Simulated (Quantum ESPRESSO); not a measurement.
## K3HO (Pm-3m): modes at Γ and the response to a field

Aim: the zone-centre modes of K3HO (Pm-3m).

Main program and level: Quantum ESPRESSO 7.5; DFT LDA, scalar-relativistic, plane waves, PseudoDojo norm-conserving pseudopotentials.

This is a report of a sequence of runs, with most program output left out.

The structure was built from a prototype and need not be the compound's stable phase.

## Step 1: Starting point

It takes space group Pm-3m (No. 221, cubic). The conventional cell has a = 5.282 Å, b = 5.282 Å, c = 5.282 Å, α = 90.00°, β = 90.00°, γ = 90.00°. H has 12 K at 3.73 Å nearest. Nearest to O lie 6 K at 2.64 Å. Nearest to K lie 2 O at 2.64 Å. Farther neighbours and most contacts between anions are not listed.

## Step 2: A probe with smearing

Before anything dear is run, a loose run with smearing shows whether this is a metal and how far the cell is from rest.

probe.in

```
&CONTROL
  calculation = 'scf'
  prefix      = 'x'
  outdir      = './tmp'
  pseudo_dir  = './pseudo'
  tprnfor     = .true.
  tstress     = .true.
  verbosity   = 'high'
/
&SYSTEM
  ibrav       = 1
  celldm(1)   = 9.98153339
  nat         = 5
  ntyp        = 3
  ecutwfc     = 72.0
  occupations = 'smearing'
  smearing    = 'gaussian'
  degauss     = 0.01
/
&ELECTRONS
  conv_thr         = 1.0d-07
  mixing_beta      = 0.7
  electron_maxstep = 100
/
ATOMIC_SPECIES
 H       1.0080  H.upf
 O      15.9990  O.upf
 K      39.0983  K.upf
ATOMIC_POSITIONS crystal
 H      0.000000000   0.000000000   0.000000000
 O      0.500000000   0.500000000   0.500000000
 K      0.500000000   0.500000000   0.000000000
 K      0.500000000   0.000000000   0.500000000
 K      0.000000000   0.500000000   0.500000000
K_POINTS automatic
 4 4 4 0 0 0
```

Started as:

```console
$ OMP_NUM_THREADS=1 mpirun -n 4 pw.x -nk 4 -in probe.in > probe.out
```

Wall time 17 s (4 MPI ranks of Arm Neoverse V1, shared host); 66 s of CPU time.

This step gave:

| Quantity | Value |
| --- | --- |
| volume per atom | 29.47 Å³ |
| pressure | -2.824 GPa |
| gap on the k-mesh | 1.544 eV |

A gap of 1.5 eV opens on this mesh, so the crystal is taken as an insulator; the start stands at -2.8 GPa.

## Step 3: Relaxation

The harmonic expansion starts where the forces on the atoms vanish, and stress shifts the frequencies, so cell and atoms are relaxed with tight thresholds.

relax.in

```
&CONTROL
  calculation   = 'vc-relax'
  prefix        = 'x'
  outdir        = './tmp'
  pseudo_dir    = './pseudo'
  tprnfor       = .true.
  tstress       = .true.
  forc_conv_thr = 2.0d-05
  etot_conv_thr = 1.0d-07
  nstep         = 40
/
&SYSTEM
  ibrav       = 1
  celldm(1)   = 9.98153339
  nat         = 5
  ntyp        = 3
  ecutwfc     = 72.0
  occupations = 'fixed'
  nbnd        = 19
/
&ELECTRONS
  conv_thr         = 1.0d-11
  mixing_beta      = 0.7
  electron_maxstep = 100
/
&IONS
/
&CELL
  press_conv_thr = 0.2
/
ATOMIC_SPECIES
 H       1.0080  H.upf
 O      15.9990  O.upf
 K      39.0983  K.upf
ATOMIC_POSITIONS crystal
 H      0.000000000   0.000000000   0.000000000
 O      0.500000000   0.500000000   0.500000000
 K      0.500000000   0.500000000   0.000000000
 K      0.500000000   0.000000000   0.500000000
 K      0.000000000   0.500000000   0.500000000
K_POINTS automatic
 4 4 4 0 0 0
```

Started as:

```console
$ OMP_NUM_THREADS=1 mpirun -n 4 pw.x -nk 4 -in relax.in > relax.out
```

It took 2 min on 4 MPI ranks; 8.1 min of CPU time.

The steps of the relaxation:

| step | energy less that of the first step (eV) | largest force (eV/Å) | pressure (GPa) | volume (Å³) |
| --- | --- | --- | --- | --- |
| 1 | 0.0000 | 0.0000 | -2.83 | 147.37 |
| 2 | -0.0362 | 0.0000 | -2.65 | 145.25 |
| 3 | -0.0852 | 0.0000 | -2.35 | 142.11 |
| 4 | -0.1460 | 0.0000 | -1.84 | 137.49 |
| 5 | -0.2050 | 0.0000 | -0.92 | 130.75 |
| 6 | -0.2204 | 0.0000 | 0.16 | 124.65 |
| 7 | -0.2208 | 0.0000 | -0.01 | 125.51 |
| 8 | -0.2208 | 0.0000 | 0.00 | 125.45 |
| 9 | -0.2208 | 0.0000 | 0.00 | 125.45 |
| 10 | -0.2115 | 0.0000 | -0.14 | 125.45 |

| conventional cell, symmetrised | before | after | change |
| --- | --- | --- | --- |
| a (Å) | 5.282 | 5.006 | -5.2 % |
| b (Å) | 5.282 | 5.006 | -5.2 % |
| c (Å) | 5.282 | 5.006 | -5.2 % |
| volume (Å³/atom) | 29.47 | 25.09 | -14.9 % |

Final coordinates:

```xyz
5
Lattice="5.0060 0.0000 0.0000 0.0000 5.0060 0.0000 0.0000 0.0000 5.0060" Properties=species:S:1:pos:R:3 pbc="T T T"
H     0.0000    0.0000    0.0000
O     2.5030    2.5030    2.5030
K     2.5030    2.5030    0.0000
K     2.5030    0.0000    2.5030
K     0.0000    2.5030    2.5030
```

The last row of the table of steps is pw.x's closing run on a basis chosen anew for the final cell, so its energy can jump.

Read from the output:

* volume per atom: 25.09 Å³
* pressure: -0.1380 GPa
* gap on the k-mesh: 1.524 eV

The volume changes by -14.9 % from the cell with which this run began.

## Step 4: Relaxation

A variable-cell run keeps the plane waves of its start, so its end shows a stress on a fresh basis; a second run from that cell removes it.

Changes to relax.in since step 3:

```diff
@@ -13,3 +13,3 @@
   ibrav       = 1
-  celldm(1)   = 9.98153339
+  celldm(1)   = 9.46002985
   nat         = 5
```

It took 80 s on 4 MPI ranks.

The steps of the relaxation:

| step | energy less that of the first step (eV) | largest force (eV/Å) | pressure (GPa) | volume (Å³) |
| --- | --- | --- | --- | --- |
| 1 | 0.0000 | 0.0000 | -0.14 | 125.45 |
| 2 | -0.0001 | 0.0000 | -0.12 | 125.36 |
| 3 | -0.0002 | 0.0000 | -0.09 | 125.23 |
| 4 | -0.0002 | 0.0000 | -0.05 | 125.04 |
| 5 | -0.0003 | 0.0000 | 0.00 | 124.78 |
| 6 | -0.0003 | 0.0000 | 0.00 | 124.78 |
| 7 | 0.0005 | 0.0000 | -0.01 | 124.78 |

| conventional cell, symmetrised | before | after | change |
| --- | --- | --- | --- |
| a (Å) | 5.006 | 4.997 | -0.2 % |
| b (Å) | 5.006 | 4.997 | -0.2 % |
| c (Å) | 5.006 | 4.997 | -0.2 % |
| volume (Å³/atom) | 25.09 | 24.96 | -0.5 % |

Final coordinates:

```cif
data_structure
_symmetry_space_group_name_H-M 'P 1'
_symmetry_Int_Tables_number 1
_cell_length_a 4.9971
_cell_length_b 4.9971
_cell_length_c 4.9971
_cell_angle_alpha 90.000
_cell_angle_beta 90.000
_cell_angle_gamma 90.000
_cell_volume 124.78
loop_
_atom_site_label
_atom_site_type_symbol
_atom_site_fract_x
_atom_site_fract_y
_atom_site_fract_z
_atom_site_occupancy
H1 H 0.00000 0.00000 0.00000 1
O2 O 0.50000 0.50000 0.50000 1
K3 K 0.50000 0.50000 0.00000 1
K4 K 0.50000 0.00000 0.50000 1
K5 K 0.00000 0.50000 0.50000 1
```

The last row of the table of steps is pw.x's closing run on a basis chosen anew for the final cell, so its energy can jump.

Read from the output:

* volume per atom: 24.96 Å³
* pressure: -0.01 GPa
* gap on the k-mesh: 1.521 eV

The volume changes by -0.5 % from the cell with which this run began.

## Step 5: Self-consistent run for the response

The response is built on this ground state, so it is converged far tighter than an energy would need. With a gap, occupations are fixed, which also allows the response to an electric field.

scf.in

```
&CONTROL
  calculation = 'scf'
  prefix      = 'x'
  outdir      = './tmp'
  pseudo_dir  = './pseudo'
  tprnfor     = .true.
  tstress     = .true.
/
&SYSTEM
  ibrav       = 1
  celldm(1)   = 9.44312502
  nat         = 5
  ntyp        = 3
  ecutwfc     = 72.0
  occupations = 'fixed'
  nbnd        = 19
/
&ELECTRONS
  conv_thr         = 1.0d-12
  mixing_beta      = 0.7
  electron_maxstep = 100
/
ATOMIC_SPECIES
 H       1.0080  H.upf
 O      15.9990  O.upf
 K      39.0983  K.upf
ATOMIC_POSITIONS crystal
 H      0.000000000   0.000000000   0.000000000
 O      0.500000000   0.500000000   0.500000000
 K      0.500000000   0.500000000   0.000000000
 K      0.500000000   0.000000000   0.500000000
 K      0.000000000   0.500000000   0.500000000
K_POINTS automatic
 4 4 4 0 0 0
```

Started as:

```console
$ OMP_NUM_THREADS=1 mpirun -n 4 pw.x -nk 4 -in scf.in > scf.out
```

It took 18 s on 4 MPI ranks; 71 s of CPU time.

The cell stands at -0.01 GPa, close enough for phonons.

## Step 6: Zone-centre response

At q = 0 one unit cell holds all displacements; symmetry groups them into irreducible representations that are solved one by one. The response to a field gives ε∞ and the Born charges, which polar modes need.

ph.in

```
phonons
&INPUTPH
  prefix = 'x'
  outdir = './tmp'
  fildyn = 'g.dyn'
  tr2_ph = 1.0d-18
  epsil  = .true.
/
0.000000000000 0.000000000000 0.000000000000
```

Started as:

```console
$ OMP_NUM_THREADS=1 mpirun -n 4 ph.x -nk 4 -in ph.in > ph.out
```

Wall time 8.7 min (4 MPI ranks); 35 min of CPU time.

This step gave:

* miss of the charge sum rule: 0.02467 e
* largest acoustic frequency at the zone centre before the sum rule: -2.9 cm⁻¹
* highest optical zone-centre mode (no LO-TO term): 294.1 cm⁻¹
* lowest optical zone-centre mode: -166.1 cm⁻¹
* mean high-frequency dielectric constant: 3.117
* largest Born charge in size (third of the trace): 2.285 e

Born charge (rows field, columns displacement), before the sum rule (e), principal values of the symmetric part by kind of site:

| atom | atoms with these values | low | middle | high | mean |
| --- | --- | --- | --- | --- | --- |
| H1 | 1 | -1.08 | -1.08 | -1.08 | -1.08 |
| O2 | 1 | -2.29 | -2.29 | -2.29 | -2.29 |
| K3 | 3 | 1.05 | 1.05 | 1.24 | 1.11 |

In full for O2:

```
-2.29  0.00  0.00
 0.00 -2.29  0.00
 0.00  0.00 -2.29
```

High-frequency dielectric tensor:

```
3.12 0.00 0.00
0.00 3.12 0.00
0.00 0.00 3.12
```

The acoustic modes at Γ come out as far as 2.9 cm⁻¹ from zero, where they should vanish, a small numerical error; the Born charges miss their sum rule by 0.025 e, which is fair. The lowest optical mode is imaginary, 166i cm⁻¹, an instability at this level and on this k mesh.

## Step 7: Modes with the sum rule

A rigid shift of the crystal must cost nothing, but grids and finite bases break this; the acoustic sum rule is imposed before the matrix is diagonalised again. With Born charges the intensities follow; a static dielectric tensor has no meaning with imaginary modes.

dynmat.in

```
&INPUT
  fildyn = 'g.dyn'
  asr    = 'simple'
  fileig = 'dynmat.eig'
  lperm  = .true.
/
```

Started as:

```console
$ dynmat.x -in dynmat.in > dynmat.out
```

Wall time 0.45 s (1 thread).

This step gave:

| Quantity | Value |
| --- | --- |
| lowest optical zone-centre mode | -166.3 cm⁻¹ |

Unit eigenvectors of the mass-weighted matrix after the sum rule; no LO-TO term. Modes at Γ, with each element's share of the kinetic energy (negative means imaginary):

| mode | frequency (cm⁻¹) | H % | O % | K % |
| --- | --- | --- | --- | --- |
| 1 | -166.4 | 59 | 12 | 30 |
| 2 | -166.4 | 59 | 12 | 30 |
| 3 | -166.4 | 59 | 12 | 30 |
| 4 | -34.3 | 0 | 0 | 100 |
| 5 | -34.3 | 0 | 0 | 100 |
| 6 | -34.3 | 0 | 0 | 100 |
| 7 | 0.0 | 1 | 12 | 87 |
| 8 | 0.0 | 1 | 12 | 87 |
| 9 | 0.0 | 1 | 12 | 87 |
| 10 | 204.9 | 40 | 10 | 50 |
| 11 | 204.9 | 40 | 10 | 50 |
| 12 | 204.9 | 40 | 10 | 50 |
| 13 | 294.1 | 1 | 66 | 33 |
| 14 | 294.1 | 1 | 66 | 33 |
| 15 | 294.1 | 1 | 66 | 33 |

Displacements in mode 1 (-166.4 cm⁻¹), the largest set to 1:
```
H1   0.32  1.00 -0.21
O2   0.04  0.11 -0.02
K3  -0.02 -0.07 -0.01
K4  -0.02  0.06  0.01
K5   0.02 -0.07  0.01
```

Displacements in mode 12 (204.9 cm⁻¹), the largest set to 1:
```
H1  -0.03  0.04  1.00
O2   0.00 -0.01 -0.13
K3   0.00  0.00 -0.14
K4   0.00 -0.01  0.08
K5   0.00  0.00  0.08
```

Degenerate modes summed, no LO-TO term; imaginary modes left out. Infrared lines, with heights relative to the strongest:

| position (cm⁻¹) | lines merged | IR intensity, relative |
| --- | --- | --- |
| 205 | 3 | 100 |
| 294 | 3 | 84 |

The rule moves no optical mode by more than 0.3 cm⁻¹.

## Step 8: The LO-TO splitting (1 0 0)

A longitudinal polar mode sets up a macroscopic field that stiffens it; the term hangs on the direction from which q goes to zero.

dynmat.in

```
&INPUT
  fildyn = 'g.dyn'
  asr    = 'simple'
  fileig = 'dynmat.eig'
  q(1)   = 1.0
  q(2)   = 0.0
  q(3)   = 0.0
/
```

Started as:

```console
$ dynmat.x -in dynmat.in > dynmat.out
```

Elapsed: 0.45 s, on 1 thread.

This step gave:

```yaml
highest_mode_moved_by_the_lo_to_term: 456.1 cm⁻¹
```

Zone-centre frequencies as printed; negative means imaginary. Modes:

| mode | frequency (cm⁻¹) |
| --- | --- |
| 1 | -166.3 |
| 2 | -166.3 |
| 3 | -34.34 |
| 4 | -34.34 |
| 5 | -34.34 |
| 6 | 0 |
| 7 | 0 |
| 8 | 0 |
| 9 | 147.6 |
| 10 | 204.9 |
| 11 | 204.9 |
| 12 | 264.6 |
| 13 | 294.1 |
| 14 | 294.1 |
| 15 | 456.1 |

The field moves 3 modes; the highest of them now lies at 456 cm⁻¹, where the highest that moved away lay at 294.

## Step 9: Self-consistent run for the response, conv_thr 0.0001 Ry

A loose ground state leaves noise in the wavefunctions that the response inherits.

Changes to scf.in since step 5:

```diff
@@ -18,3 +18,3 @@
 &ELECTRONS
-  conv_thr         = 1.0d-12
+  conv_thr         = 1.0d-04
   mixing_beta      = 0.7
```

Started as:

```console
$ OMP_NUM_THREADS=1 mpirun -n 4 pw.x -nk 4 -in scf.in > scf.out
```

It took 9.6 s on 4 MPI ranks; 38 s of CPU time.

## Step 10: Linear response at Γ, conv_thr 0.0001 Ry

It starts from a fresh copy of the ground state of step 9.

Changes to ph.in since step 6:

```diff
@@ -4,3 +4,3 @@
   outdir = './tmp'
-  fildyn = 'g.dyn'
+  fildyn = 's.dyn'
   tr2_ph = 1.0d-18
```

Started as:

```console
$ OMP_NUM_THREADS=1 mpirun -n 4 ph.x -nk 4 -in ph.in > ph.out
```

Wall time 5.9 min (4 MPI ranks).

The run was cut off at its time limit.

## Step 11: Self-consistent run for the response, conv_thr 1e-06 Ry

Changes to scf.in since step 9:

```diff
@@ -18,3 +18,3 @@
 &ELECTRONS
-  conv_thr         = 1.0d-04
+  conv_thr         = 1.0d-06
   mixing_beta      = 0.7
```

Started as:

```console
$ OMP_NUM_THREADS=1 mpirun -n 4 pw.x -nk 4 -in scf.in > scf.out
```

It took 11 s on 4 MPI ranks; 42 s of CPU time.

## Step 12: Zone-centre response, conv_thr 1e-06 Ry

It starts from a fresh copy of the ground state of step 11.

ph.in is that of step 10.

Started as:

```console
$ OMP_NUM_THREADS=1 mpirun -n 4 ph.x -nk 4 -in ph.in > ph.out
```

The job ended after 6.7 min (4 MPI ranks).

The run was cut off at its time limit.

## Step 13: Self-consistent run for the response, conv_thr 1e-08 Ry

Changes to scf.in since step 11:

```diff
@@ -18,3 +18,3 @@
 &ELECTRONS
-  conv_thr         = 1.0d-06
+  conv_thr         = 1.0d-08
   mixing_beta      = 0.7
```

Started as:

```console
$ OMP_NUM_THREADS=1 mpirun -n 4 pw.x -nk 4 -in scf.in > scf.out
```

Elapsed: 13 s, on 4 MPI ranks; 53 s of CPU time.

## Step 14: Zone-centre response, conv_thr 1e-08 Ry

It starts from a fresh copy of the ground state of step 13.

ph.in is that of step 12.

Started as:

```console
$ OMP_NUM_THREADS=1 mpirun -n 4 ph.x -nk 4 -in ph.in > ph.out
```

The job ended after 7.8 min (4 MPI ranks).

The run was cut off at its time limit.

## Step 15: Self-consistent run for the response, conv_thr 1e-10 Ry

Changes to scf.in since step 13:

```diff
@@ -18,3 +18,3 @@
 &ELECTRONS
-  conv_thr         = 1.0d-08
+  conv_thr         = 1.0d-10
   mixing_beta      = 0.7
```

Started as:

```console
$ OMP_NUM_THREADS=1 mpirun -n 4 pw.x -nk 4 -in scf.in > scf.out
```

Wall time 16 s (4 MPI ranks).

## Step 16: Zone-centre response, conv_thr 1e-10 Ry

It starts from a fresh copy of the ground state of step 15.

ph.in is that of step 14.

Started as:

```console
$ OMP_NUM_THREADS=1 mpirun -n 4 ph.x -nk 4 -in ph.in > ph.out
```

The job ended after 8.7 min (4 MPI ranks; 35 min of CPU time).

The highest optical mode without the LO-TO term lies at 294.1 cm⁻¹, and the lowest at 166.1i cm⁻¹; 49 response iterations.

## Step 17: Self-consistent run for the response, conv_thr 1e-12 Ry

Changes to scf.in since step 15:

```diff
@@ -18,3 +18,3 @@
 &ELECTRONS
-  conv_thr         = 1.0d-10
+  conv_thr         = 1.0d-12
   mixing_beta      = 0.7
```

Started as:

```console
$ OMP_NUM_THREADS=1 mpirun -n 4 pw.x -nk 4 -in scf.in > scf.out
```

It took 18 s on 4 MPI ranks.

## Step 18: Zone-centre response, conv_thr 1e-12 Ry

It starts from a fresh copy of the ground state of step 17.

ph.in is that of step 16.

Started as:

```console
$ OMP_NUM_THREADS=1 mpirun -n 4 ph.x -nk 4 -in ph.in > ph.out
```

Elapsed: 8.7 min, on 4 MPI ranks.

The highest optical mode without the LO-TO term lies at 294.1 cm⁻¹, +0.0 from the run before, and the lowest at 166.1i cm⁻¹; 49 response iterations.

## Step 19: Self-consistent run for the response, cutoff 25 Ry

Changes to scf.in since step 17:

```diff
@@ -13,3 +13,3 @@
   ntyp        = 3
-  ecutwfc     = 72.0
+  ecutwfc     = 25.0
   occupations = 'fixed'
```

Started as:

```console
$ OMP_NUM_THREADS=1 mpirun -n 4 pw.x -nk 4 -in scf.in > scf.out
```

The job ended after 2.5 s (4 MPI ranks; 9.8 s of CPU time).

## Step 20: Linear response at Γ, cutoff 25 Ry

Energy, stress and frequencies converge at unlike rates, so the cutoff is scanned on the frequencies themselves.

It starts from a fresh copy of the ground state of step 19.

ph.in is that of step 18.

Started as:

```console
$ OMP_NUM_THREADS=1 mpirun -n 4 ph.x -nk 4 -in ph.in > ph.out
```

The job ended after 58 s (4 MPI ranks; 3.9 min of CPU time).

## Step 21: Ground state, cutoff 36 Ry

Changes to scf.in since step 19:

```diff
@@ -13,3 +13,3 @@
   ntyp        = 3
-  ecutwfc     = 25.0
+  ecutwfc     = 36.0
   occupations = 'fixed'
```

Started as:

```console
$ OMP_NUM_THREADS=1 mpirun -n 4 pw.x -nk 4 -in scf.in > scf.out
```

Elapsed: 5.2 s, on 4 MPI ranks.

## Step 22: Linear response at Γ, cutoff 36 Ry

It starts from a fresh copy of the ground state of step 21.

ph.in is that of step 20.

Started as:

```console
$ OMP_NUM_THREADS=1 mpirun -n 4 ph.x -nk 4 -in ph.in > ph.out
```

Elapsed: 2.5 min, on 4 MPI ranks; 9.9 min of CPU time.

## Step 23: Self-consistent run for the response, cutoff 47 Ry

Changes to scf.in since step 21:

```diff
@@ -13,3 +13,3 @@
   ntyp        = 3
-  ecutwfc     = 36.0
+  ecutwfc     = 47.0
   occupations = 'fixed'
```

Started as:

```console
$ OMP_NUM_THREADS=1 mpirun -n 4 pw.x -nk 4 -in scf.in > scf.out
```

Wall time 8.5 s (4 MPI ranks).

## Step 24: Linear response at Γ, cutoff 47 Ry

It starts from a fresh copy of the ground state of step 23.

ph.in is that of step 22.

Started as:

```console
$ OMP_NUM_THREADS=1 mpirun -n 4 ph.x -nk 4 -in ph.in > ph.out
```

The job ended after 3.6 min (4 MPI ranks).

The run was cut off at its time limit.

## Step 25: Ground state, cutoff 58 Ry

Changes to scf.in since step 23:

```diff
@@ -13,3 +13,3 @@
   ntyp        = 3
-  ecutwfc     = 47.0
+  ecutwfc     = 58.0
   occupations = 'fixed'
```

Started as:

```console
$ OMP_NUM_THREADS=1 mpirun -n 4 pw.x -nk 4 -in scf.in > scf.out
```

Wall time 11 s (4 MPI ranks); 43 s of CPU time.

## Step 26: Linear response at Γ, cutoff 58 Ry

It starts from a fresh copy of the ground state of step 25.

ph.in is that of step 24.

Started as:

```console
$ OMP_NUM_THREADS=1 mpirun -n 4 ph.x -nk 4 -in ph.in > ph.out
```

Wall time 3.8 min (4 MPI ranks).

The run was cut off at its time limit.

## Step 27: Linear response at Γ, cutoff 72 Ry

It starts from a fresh copy of the ground state of step 17.

ph.in is that of step 26.

The job ended after 4.1 min (4 MPI ranks).

The run was cut off at its time limit.

## Step 28: Self-consistent run for the response, cutoff 90 Ry

Changes to scf.in since step 25:

```diff
@@ -13,3 +13,3 @@
   ntyp        = 3
-  ecutwfc     = 58.0
+  ecutwfc     = 90.0
   occupations = 'fixed'
```

Started as:

```console
$ OMP_NUM_THREADS=1 mpirun -n 4 pw.x -nk 4 -in scf.in > scf.out
```

The job ended after 20 s (4 MPI ranks; 81 s of CPU time).

## Step 29: Linear response at Γ, cutoff 90 Ry

It starts from a fresh copy of the ground state of step 28.

ph.in is that of step 27.

Started as:

```console
$ OMP_NUM_THREADS=1 mpirun -n 4 ph.x -nk 4 -in ph.in > ph.out
```

Wall time 4.7 min (4 MPI ranks).

The run was cut off at its time limit.

## Step 30: Summary of results

```yaml
space_group_after_relaxation: Pm-3m
volume_per_atom: 25.0 Å³
gap_on_the_k_mesh: 1.52 eV
highest_optical_zone_centre_mode_no_lo_to_term: 294.1 cm⁻¹
lowest_optical_zone_centre_mode: -166.3 cm⁻¹
highest_mode_moved_by_the_lo_to_term: 456.1 cm⁻¹
mean_high_frequency_dielectric_constant: 3.12
largest_born_charge_in_size_third_of_the_trace: 2.29 e
imaginary_optical_modes_at_the_zone_centre_no_q_mesh_in_this_session: yes
```

**Reading.** At the LDA level the optical modes of K3HO (Pm-3m) at the zone centre (no LO-TO term) run from 166i to 294 cm⁻¹, so the structure is a saddle point, with 6 modes beyond 10i cm⁻¹ there. Along the directions run, the highest mode that the macroscopic field moves lies at 456 cm⁻¹. Of the 12 optical modes, 9 are infrared active alone and 3 are silent. These are harmonic frequencies at zero temperature: anharmonic shifts and linewidths and thermal expansion are left out. The relaxation ran at 72 Ry, under the 84 Ry recommended for these files; the stress of so short a basis can leave the cell about one per cent too small. The structure is a hypothetical one, built on a prototype.

[Host names and launcher messages were left out of these logs when they were recorded.]

[Logs are printed without paths, hosts, clocks, repeated set-up lines and the standing remarks that a program may print on its own settings, such as how far it seeks lower states.]

[Hosts, paths, dates, database ids (printed as entryN), source tags and the programs' standing remarks are cut or masked in the printed files.]
